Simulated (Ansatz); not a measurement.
# LiHOs: relaxing a made-up structure

This structure for LiHOs is made up. Its elements were placed in a known structure type with a cell scaled to their sizes. What cell does the guess relax to, and how far off was it?

Calculated with Ansatz 0.2.0; DFT, PBE, plane-wave PAW, files of the set soft_1, scalar-relativistic, no spin, cell and ions relaxed at zero pressure; PAW set soft_1, in the first sound run; inputs show where later runs differ.

## (1) The structure

Symmetry: P4/mmm, No. 123, tetragonal system. Conventional cell: a = 2.749 Å, b = 2.749 Å, c = 3.885 Å, α = 90.00°, β = 90.00°, γ = 90.00°. Nearest to Os lie 4 H at 1.94 Å. Li has 2 H at 1.94 Å nearest. Nearest to H lie 2 Li at 1.94 Å and 4 Os at 1.94 Å. Farther neighbours are not listed.

Structure file:

```cif
data_structure
_symmetry_space_group_name_H-M 'P 1'
_symmetry_Int_Tables_number 1
_cell_length_a 2.7490
_cell_length_b 2.7490
_cell_length_c 3.8850
_cell_angle_alpha 90.000
_cell_angle_beta 90.000
_cell_angle_gamma 90.000
_cell_volume 29.36
loop_
_atom_site_label
_atom_site_type_symbol
_atom_site_fract_x
_atom_site_fract_y
_atom_site_fract_z
_atom_site_occupancy
Os1 Os 0.00000 0.00000 0.00000 1
Li2 Li 0.50000 0.50000 0.50000 1
H3 H 0.50000 0.50000 0.00000 1
```

## (2) Relaxation of the guess

The guessed cell has no reason to be at equilibrium. It is relaxed with the atoms, within the space group of the guess.

File input.yaml:

```yaml
crystal:
  lattice:
    - [2.749, 0.0, 0.0]
    - [0.0, 2.749, 0.0]
    - [0.0, 0.0, 3.885]
  atoms:
    - { symbol: Os, position: [0.0, 0.0, 0.0] }
    - { symbol: Li, position: [0.5, 0.5, 0.5] }
    - { symbol: H, position: [0.5, 0.5, 0.0] }
kpoints:
  mp_grid: { grid: [10, 10, 7] }
scf:
  occupations: { method: fermi_dirac, width: 0.05 }
hamiltonian:
  xc: pbe
  pseudopotentials: { kind: paw, azcp: { folder: soft_1 } }
relax:
  f_tol: 0.015
  max_steps: 70
  cell: {}
output:
  forces: true
  stress: true
```

Run with:

```sh
$ ansatz run input.yaml --threads 4 --pin off --max-ram 8192MiB --backend cpu --events-out ev --progress --plain --runs-dir out
```

Numbers of over 12 decimals in the logs are rounded to 6 here.

The log of the run:

```text
Engine: ansatz 0.2.0, aarch64-unknown-linux-gnu
Pseudopotentials: kind: paw
Pseudopotential: Os, paw, valence charge 16, recommended cutoff 420 eV (normal), soft_1/Os.paw.azcp
Pseudopotential: Li, paw, valence charge 3, recommended cutoff 420 eV (normal), soft_1/Li.paw.azcp
Pseudopotential: H, paw, valence charge 1, recommended cutoff 420 eV (normal), soft_1/H.paw.azcp
Functional definition: PBE
  parameter kappa = 0.804
  parameter beta = 0.066725
  exchange = pbe_x(kappa = kappa, mu = beta*pi^2/3)
  correlation = pbe_c(beta = beta)
Crystal: 3 atoms, lattice volume = 29.359 Å³
Basis set: ecut = 420 eV, 585 PW (Γ), exchange–correlation on 40×40×54 points (8 copies of the dense FFT grid, shifted against one another)
Bands: 14, of which v1, the nominal top of the filled ones, is band 10 counted from 1 (9 counted from 0)
Symmetry: 16 space group operations
Space group: P4/mmm (ITA 123), of the structure as read, at distance tolerance 3.1e-5 Å
k-points: 84 of 700
Non-local potential: Os, projectors of the file, l = 0: 3, l = 1: 2, l = 2: 2, l = 3: 1
Non-local potential: Li, projectors of the file, l = 0: 3, l = 1: 2, l = 2: 1
Non-local potential: H, projectors of the file, l = 0: 2, l = 1: 1
PAW form: soft (Blöchl's): semilocal exchange-correlation on the pseudo side does not see the compensation charge
PAW one-centre angular grid: Os, 590 points (default); XC on 64 Gauss nodes
PAW one-centre angular grid: Li, 110 points (default); XC on 96 Gauss nodes
PAW one-centre angular grid: H, 110 points (default); XC on 64 Gauss nodes
Initial density: superposition of atomic densities (chi_scale 0.1, normalization cell, long waves kept (reshape's long-wave potential 0.00 eV rms))
Initial wavefunctions: pseudopotential atomic-orbital guess
Functional: x = pbe(κ = 0.804, μ = 0.219515), c = pbe(β = 0.066725)
SCF iter   1: F=—  HF=-11606.048970 eV  |F-HF|=—  |Δ(HF+E_count)|=         —  Δρ=6.13e-2  dr2=1.65e0  ethr=3.10e-3  ⟨swp⟩=4.5  Hψ=5399  notcnv=0
preconditioner: auto → none  [metal: Δε(μ)=0.014 eV  Ē_g=8.216 eV  σ=0.050 eV  W_gap=0.07  n_scr=6 (ndim 8)  ℏωp=21.7 eV  f_vac=0.000  D(μ)=1.86/eV (n_scr^D=20)  sad-step TF]
SCF iter   2: F=—  HF=-11605.753557 eV  |F-HF|=—  |Δ(HF+E_count)|=   2.95e-1  Δρ=4.00e-2  dr2=7.30e-1  ethr=3.10e-3  ⟨swp⟩=2.0  Hψ=2150  notcnv=0  defer=5
SCF iter   3: F=—  HF=-11605.565421 eV  |F-HF|=—  |Δ(HF+E_count)|=   1.88e-1  Δρ=5.40e-3  dr2=1.17e-2  ethr=3.10e-3  ⟨swp⟩=2.1  Hψ=1890  notcnv=0  defer=4
SCF iter   4: F=—  HF=-11605.563125 eV  |F-HF|=—  |Δ(HF+E_count)|=   2.30e-3  Δρ=1.60e-3  dr2=6.44e-4  ethr=5.83e-5  ⟨swp⟩=1.8  Hψ=1977  notcnv=0  defer=4
SCF iter   5: F=—  HF=-11605.563030 eV  |F-HF|=—  |Δ(HF+E_count)|=   9.55e-5  Δρ=3.30e-4  dr2=5.14e-5  ethr=3.22e-6  ⟨swp⟩=2.4  Hψ=1787  notcnv=0  defer=4
SCF iter   6: F=—  HF=-11605.563032 eV  |F-HF|=—  |Δ(HF+E_count)|=   2.59e-6  Δρ=5.39e-5  dr2=7.62e-7  ethr=2.57e-7  ⟨swp⟩=2.2  Hψ=1448  notcnv=0  defer=4
SCF iter   7: F=-11605.563032 eV  HF=-11605.563032 eV  |F-HF|=9.26e-10  |Δ(HF+E_count)|=   1.29e-8  Δρ=5.90e-6  dr2=5.57e-9  ethr=5.00e-10  ⟨swp⟩=4.5  Hψ=3664  notcnv=0
SCF 1 converged in 7 iterations: F = -11605.563032 eV  dr2 = 5.57e-9
  greatest PAW one-centre occupation: 1.000 electrons in one spin orbital (limit 2), on the Li atom at site 1 (counted from 0), in its partial waves of l = 0
relax step   1: F+E_penalty+E_count = -11605.56303224 eV  Δ(F+E_penalty+E_count) = +0.000e0 eV  max|allowed force component| = 6.442e-30 eV/Å  Δτ_max = 0.0000 Å  P = -1.145 GPa  Ω = 29.359 Å³  (7 SCF iters, dr2 threshold 1.00e-7 eV, accepted)
Crystal: 3 atoms, lattice volume = 29.399 Å³
Initial density: handed on by an earlier stage of this run
Initial wavefunctions: those handed on with the density
iter 1 solved again at ethr=4.20e-5 eV; its pass at ethr=3.10e-3 eV (dr2=8.39e-3 eV) is discarded
SCF iter   1: F=—  HF=-11605.648828 eV  |F-HF|=—  |Δ(HF+E_count)|=         —  Δρ=8.40e-3  dr2=7.75e-3  ethr=4.20e-5  ⟨swp⟩=2.0  Hψ=7894  notcnv=0
preconditioner: auto → none  [metal: Δε(μ)=0.052 eV  Ē_g=8.563 eV  σ=0.050 eV  W_gap=0.25  n_scr=6 (ndim 8)  ℏωp=21.7 eV  f_vac=0.000  D(μ)=1.73/eV (n_scr^D=16)]
SCF iter   2: F=—  HF=-11605.647571 eV  |F-HF|=—  |Δ(HF+E_count)|=   1.26e-3  Δρ=3.47e-3  dr2=1.03e-3  ethr=3.88e-5  ⟨swp⟩=1.0  Hψ=1176  notcnv=0
SCF iter   3: F=—  HF=-11605.647541 eV  |F-HF|=—  |Δ(HF+E_count)|=   2.95e-5  Δρ=7.56e-4  dr2=5.40e-5  ethr=5.17e-6  ⟨swp⟩=1.0  Hψ=1176  notcnv=0
SCF iter   4: F=—  HF=-11605.647547 eV  |F-HF|=—  |Δ(HF+E_count)|=   5.77e-6  Δρ=5.66e-5  dr2=4.17e-7  ethr=2.70e-7  ⟨swp⟩=2.0  Hψ=1330  notcnv=0
iter 5 did not close the SCF: its close was put off for the readings that it lacked (scf_convergence_deferred on its scf_iter line)
SCF iter   5: F=-11605.647547 eV  HF=-11605.647547 eV  |F-HF|=1.19e-9  |Δ(HF+E_count)|=   5.02e-7  Δρ=7.81e-6  dr2=1.35e-8  ethr=2.08e-9  ⟨swp⟩=2.1  Hψ=1820  notcnv=0
SCF iter   6: F=-11605.647547 eV  HF=-11605.647547 eV  |F-HF|=8.73e-11  |Δ(HF+E_count)|=   6.84e-9  Δρ=1.40e-6  dr2=2.93e-10  ethr=6.76e-11  ⟨swp⟩=1.4  Hψ=3577  notcnv=0
SCF 2 converged in 6 iterations: F = -11605.647547 eV  dr2 = 2.93e-10
relax step   2: F+E_penalty+E_count = -11605.64754726 eV  Δ(F+E_penalty+E_count) = -8.452e-2 eV  max|allowed force component| = 6.574e-31 eV/Å  Δτ_max = 0.0000 Å  P = +4.123 GPa  Ω = 29.399 Å³  energy of the carried Pulay correction = +2.288e-4 eV  (6 SCF iters, dr2 threshold 3.00e-7 eV, accepted)
Crystal: 3 atoms, lattice volume = 30.962 Å³
Basis set: ecut = 420 eV, 619 PW (Γ), exchange–correlation on 40×40×54 points (8 copies of the dense FFT grid, shifted against one another)
iter 1 solved again at ethr=4.57e-5 eV; its pass at ethr=3.10e-3 eV (dr2=9.13e-3 eV) is discarded
SCF iter   1: F=—  HF=-11605.690419 eV  |F-HF|=—  |Δ(HF+E_count)|=         —  Δρ=5.27e-3  dr2=8.95e-3  ethr=4.57e-5  ⟨swp⟩=1.3  Hψ=7679  notcnv=0
preconditioner: auto → none  [metal: Δε(μ)=0.054 eV  Ē_g=8.320 eV  σ=0.050 eV  W_gap=0.26  n_scr=6 (ndim 8)  ℏωp=21.1 eV  f_vac=0.000  D(μ)=1.61/eV (n_scr^D=16)]
SCF iter   2: F=—  HF=-11605.688195 eV  |F-HF|=—  |Δ(HF+E_count)|=   2.22e-3  Δρ=1.79e-3  dr2=9.26e-4  ethr=4.48e-5  ⟨swp⟩=2.0  Hψ=1410  notcnv=0
SCF iter   3: F=—  HF=-11605.687944 eV  |F-HF|=—  |Δ(HF+E_count)|=   2.51e-4  Δρ=4.13e-4  dr2=2.72e-5  ethr=4.63e-6  ⟨swp⟩=2.0  Hψ=1385  notcnv=0
SCF iter   4: F=—  HF=-11605.687951 eV  |F-HF|=—  |Δ(HF+E_count)|=   7.33e-6  Δρ=7.51e-5  dr2=5.10e-7  ethr=1.36e-7  ⟨swp⟩=2.1  Hψ=1528  notcnv=0
iter 5 did not close the SCF: its close was put off for the readings that it lacked (scf_convergence_deferred on its scf_iter line)
SCF iter   5: F=-11605.687952 eV  HF=-11605.687952 eV  |F-HF|=1.95e-8  |Δ(HF+E_count)|=   4.35e-7  Δρ=1.37e-5  dr2=2.14e-8  ethr=2.55e-9  ⟨swp⟩=2.0  Hψ=1731  notcnv=0
SCF iter   6: F=-11605.687952 eV  HF=-11605.687952 eV  |F-HF|=5.46e-11  |Δ(HF+E_count)|=   2.49e-8  Δρ=8.92e-7  dr2=2.19e-10  ethr=1.07e-10  ⟨swp⟩=2.0  Hψ=3888  notcnv=0
SCF 3 converged in 6 iterations: F = -11605.687952 eV  dr2 = 2.19e-10
  greatest PAW one-centre occupation: 1.000 electrons in one spin orbital (limit 2), on the Os atom at site 0 (counted from 0), in its partial waves of l = 0
relax step   3: F+E_penalty+E_count = -11605.68795160 eV  Δ(F+E_penalty+E_count) = -4.040e-2 eV  max|allowed force component| = 3.205e-31 eV/Å  Δτ_max = 0.0000 Å  P = -0.411 GPa  Ω = 30.962 Å³  energy of the carried Pulay correction = -7.016e-4 eV  (6 SCF iters, dr2 threshold 3.00e-7 eV, accepted)
[...]
relax step   4: F+E_penalty+E_count = -11605.69179693 eV  Δ(F+E_penalty+E_count) = -3.845e-3 eV  max|allowed force component| = 2.219e-31 eV/Å  Δτ_max = 0.0000 Å  P = +1.122 GPa  Ω = 31.229 Å³  energy of the carried Pulay correction = -7.422e-4 eV  (6 SCF iters, dr2 threshold 3.00e-7 eV, accepted)
[...]
relax step   5: F+E_penalty+E_count = -11605.69331484 eV  Δ(F+E_penalty+E_count) = -1.518e-3 eV  max|allowed force component| = 5.013e-31 eV/Å  Δτ_max = 0.0000 Å  P = -0.003 GPa  Ω = 31.303 Å³  energy of the carried Pulay correction = -8.301e-4 eV  (6 SCF iters, dr2 threshold 3.00e-7 eV, accepted)
[...]
relax step   6: F+E_penalty+E_count = -11605.69586315 eV  Δ(F+E_penalty+E_count) = -2.548e-3 eV  max|allowed force component| = 2.219e-31 eV/Å  Δτ_max = 0.0000 Å  P = +0.079 GPa  Ω = 31.303 Å³  stress off target by 2.69e-1 GPa  SCF on the basis re-selected at this cell (its energy is not comparable with the rows above)  (6 SCF iters)
[...]
relax step   7: F+E_penalty+E_count = -11605.69589141 eV  Δ(F+E_penalty+E_count) = -2.826e-5 eV  max|allowed force component| = 5.259e-31 eV/Å  Δτ_max = 0.0000 Å  P = -0.003 GPa  Ω = 31.365 Å³  energy of the carried Pulay correction = -3.623e-5 eV  (6 SCF iters, dr2 threshold 1.81e-7 eV, accepted)
iter 1 solved again at ethr=5.63e-8 eV; its pass at ethr=3.10e-3 eV (dr2=1.13e-5 eV) is discarded
SCF iter   1: F=—  HF=-11605.695932 eV  |F-HF|=—  |Δ(HF+E_count)|=         —  Δρ=6.02e-6  dr2=1.92e-9  ethr=5.63e-8  ⟨swp⟩=3.0  Hψ=8696  notcnv=0
eigensolver tolerance schedule: the retry pair's looser diagonalisation over-reported the residual by 5868.70 of it (diagonalisation noise at 0.12 of the residual, at the tolerance the schedule requests for it); recorded, not acted on — ethr = c·dr2/N_el stays at c = 1.0e-1
preconditioner: auto → none  [metal: Δε(μ)=0.019 eV  Ē_g=8.293 eV  σ=0.050 eV  W_gap=0.09  n_scr=6 (ndim 8)  ℏωp=21.0 eV  f_vac=0.000  D(μ)=1.43/eV (n_scr^D=14)]
SCF iter   2: F=—  HF=-11605.695930 eV  |F-HF|=—  |Δ(HF+E_count)|=   2.34e-6  Δρ=2.88e-6  dr2=4.20e-10  ethr=9.59e-12  ⟨swp⟩=2.7  Hψ=2179  notcnv=0
SCF iter   3: F=—  HF=-11605.695930 eV  |F-HF|=—  |Δ(HF+E_count)|=   1.14e-9  Δρ=1.12e-6  dr2=4.92e-11  ethr=2.10e-12  ⟨swp⟩=2.2  Hψ=1472  notcnv=0
iter 4 did not close the SCF: its close was put off for the readings that it lacked (scf_convergence_deferred on its scf_iter line)
SCF iter   4: F=-11605.695930 eV  HF=-11605.695930 eV  |F-HF|=1.82e-12  |Δ(HF+E_count)|=  2.44e-10  Δρ=8.98e-8  dr2=1.10e-12  ethr=1.00e-12  ⟨swp⟩=2.0  Hψ=1315  notcnv=0
iter 5 did not close the SCF: its close was put off for the readings that it lacked (scf_convergence_deferred on its scf_iter line)
SCF iter   5: F=-11605.695930 eV  HF=-11605.695930 eV  |F-HF|=0.00e0  |Δ(HF+E_count)|=  3.64e-12  Δρ=2.55e-8  dr2=2.14e-13  ethr=1.00e-12  ⟨swp⟩=1.0  Hψ=1176  notcnv=0
iter 6 did not close the SCF: its close was put off for the readings that it lacked (scf_convergence_deferred on its scf_iter line)
SCF iter   6: F=-11605.695930 eV  HF=-11605.695930 eV  |F-HF|=5.46e-12  |Δ(HF+E_count)|=  5.46e-12  Δρ=1.03e-8  dr2=2.41e-14  ethr=1.00e-12  ⟨swp⟩=1.0  Hψ=1176  notcnv=0
iter 7 did not close the SCF: its close was put off for the readings that it lacked (scf_convergence_deferred on its scf_iter line)
SCF iter   7: F=-11605.695930 eV  HF=-11605.695930 eV  |F-HF|=7.28e-12  |Δ(HF+E_count)|=  5.46e-12  Δρ=2.78e-9  dr2=1.54e-15  ethr=1.00e-12  ⟨swp⟩=1.0  Hψ=1176  notcnv=0
SCF iter   8: F=-11605.695930 eV  HF=-11605.695930 eV  |F-HF|=0.00e0  |Δ(HF+E_count)|=  3.64e-12  Δρ=8.03e-10  dr2=1.35e-16  ethr=1.00e-12  ⟨swp⟩=2.0  Hψ=3172  notcnv=0
SCF 8 converged in 8 iterations: F = -11605.695930 eV  dr2 = 1.35e-16
relax step   8: F+E_penalty+E_count = -11605.69592983 eV  Δ(F+E_penalty+E_count) = -3.842e-5 eV  max|allowed force component| = 2.383e-31 eV/Å  Δτ_max = 0.0000 Å  P = -0.004 GPa  Ω = 31.365 Å³  stress off target by 1.39e-2 GPa  SCF on the basis re-selected at this cell (its energy is not comparable with the rows above)  (8 SCF iters)
basis re-selected at this cell: Δ(F+E_penalty+E_count) = -3.842e-5 eV, ΔP = -0.001 GPa vs the last step (what re-selecting the basis moved, of the pressure what is left beyond the Pulay correction that the steps carried, after the strain that the cell walked since its last selection, with what the two solves' SCF thresholds leave and, on support functions, any second-order correction that the steps lacked; it is no m [...]
SCF converged after 8 iterations
Free energy (F): -11605.695930 eV
Harris-Foulkes:  -11605.695930 eV  (|F-HF|=0.00e0)
Internal energy: -11605.683755 eV  (E = F + TS)
E sigma→0 (E₀):  -11605.689843 eV
Entropy (-TS):   -0.012174 eV (-4.058 meV/atom)
Fermi energy:    12.306648 eV
--- Per-component energies (eV) ---
  E_band       = -321.276489
  E_kinetic    = 522.223969
  E_local      = -1871.637217  (includes V_loc(G=0)·N_el)
  E_nonlocal   = 179.693049
  E_hartree    = 692.925595
  E_xc         = -251.072224
  E_vxc        = -268.461416  (∫ρ·V_xc dr)
  E_paw        = -9072.538011  (= ΣΔE_a)
  E_vpaw       = -268.945814  (= ΣTr[D̂ρ^β])
  E_aug_tail   = -0.000251  (compensation charges beyond the density's cutoff)
  E_ewald      = -1805.278666
  E_smearing   = -0.012174  (= −TS)
  E_closure    = -0.000000  (closes the sum)
  Σ components = -11605.695930   (vs F -11605.695930, Δ=0.00e0)
--- Forces (eV/Å), atoms counted from 1 ---
  atom   1  Os     0.00000000    -0.00000000     0.00000000
  atom   2  Li    -0.00000000     0.00000000     0.00000000
  atom   3  H      0.00000000     0.00000000     0.00000000
  max |Σ_I F_I| component: 1.23e-31 eV/Å
--- Stress (GPa, compression-positive) ---
       -0.013023      -0.000000       0.000000
       -0.000000      -0.013023      -0.000000
        0.000000      -0.000000       0.013869
  P = ⅓ Tr σ = -0.0041 GPa (-0.041 kbar)
--- Relaxed structure (6 steps of the walk, 6 accepted, 2 SCFs on fresh bases) ---
  F+E_penalty+E_count = -11605.69592983 eV   max|allowed force component| = 2.383e-31 eV/Å   (the final SCF, on the basis selected at the relaxed cell)
  cell:  # Å, volume = 31.3650 Å³
    - [2.681938, 0, 0]
    - [0, 2.681938, 0]
    - [0, 0, 4.360622]
  atoms:
    - { symbol: Os, position: [0, 0, 0] }
    - { symbol: Li, position: [0.5, 0.5, 0.500000] }
    - { symbol: H, position: [0.5, 0.5, 0] }
```

The job ended after 4.8 s (4 threads of Arm Neoverse V2, shared host; peak memory 0.32 GiB; 15 s of CPU time).

Relaxation path:

```
step  energy less that of the first step (eV)  largest force component (eV/Å)  pressure (GPa)  volume (Å³)
   1                                   0.0000                          0.0000           -1.14        29.36
   2                                  -0.0845                          0.0000            4.12        29.40
   3                                  -0.1249                          0.0000           -0.41        30.96
   4                                  -0.1288                          0.0000            1.12        31.23
   5                                  -0.1303                          0.0000            0.00        31.30
  6*                                  -0.1328                          0.0000            0.08        31.30
   7                                  -0.1329                          0.0000            0.00        31.37
  8*                                  -0.1329                          0.0000            0.00        31.37
```

Relaxation steps marked * repeat the geometry before them on a plane-wave basis chosen anew for their cell, so energy and pressure can jump there.

Forces are held to the 16 operations that the run works with; a distortion that breaks them can't arise in this run.

```
     cell as run  before  after   change
           a (Å)   2.749  2.682   -2.4 %
           b (Å)   2.749  2.682   -2.4 %
           c (Å)   3.885  4.361  +12.2 %
volume (Å³/atom)    9.79  10.46   +6.8 %
```

Final coordinates:

```
Os Li H
1.0
     2.68194    0.00000    0.00000
     0.00000    2.68194    0.00000
     0.00000    0.00000    4.36062
Os Li H
1 1 1
Direct
  0.00000 0.00000 0.00000
  0.50000 0.50000 0.50000
  0.50000 0.50000 0.00000
```

Numbers from this step:

| Quantity | Value |
| --- | --- |
| free energy | -11605.6959 eV |
| energy at zero smearing | -11605.6898 eV |
| smearing term TS | 0.01217 eV |
| Fermi energy | 12.31 eV |
| electrons | 20 |
| symmetry operations | 16 |
| pressure | -0.004059 GPa |

Shortest distances by pair of elements, guess and relaxed (not always the same contact):

```
 pair  guess (Å)  relaxed (Å)
 H–Os      1.944        1.896
 H–Li      1.942        2.180
Os–Os      2.749        2.682
Li–Li      2.749        2.682
  H–H      2.749        2.682
```

The relaxation ends with a pressure of 0.00 GPa.

[end of part 1 of 2]

[Logs are printed without paths, hosts, clocks, repeated set-up lines and the standing remarks that a program may print on its own settings, such as how far it seeks lower states.]

[Hosts, paths, dates, database ids (printed as entryN), source tags and the programs' standing remarks are cut or masked in the printed files.]
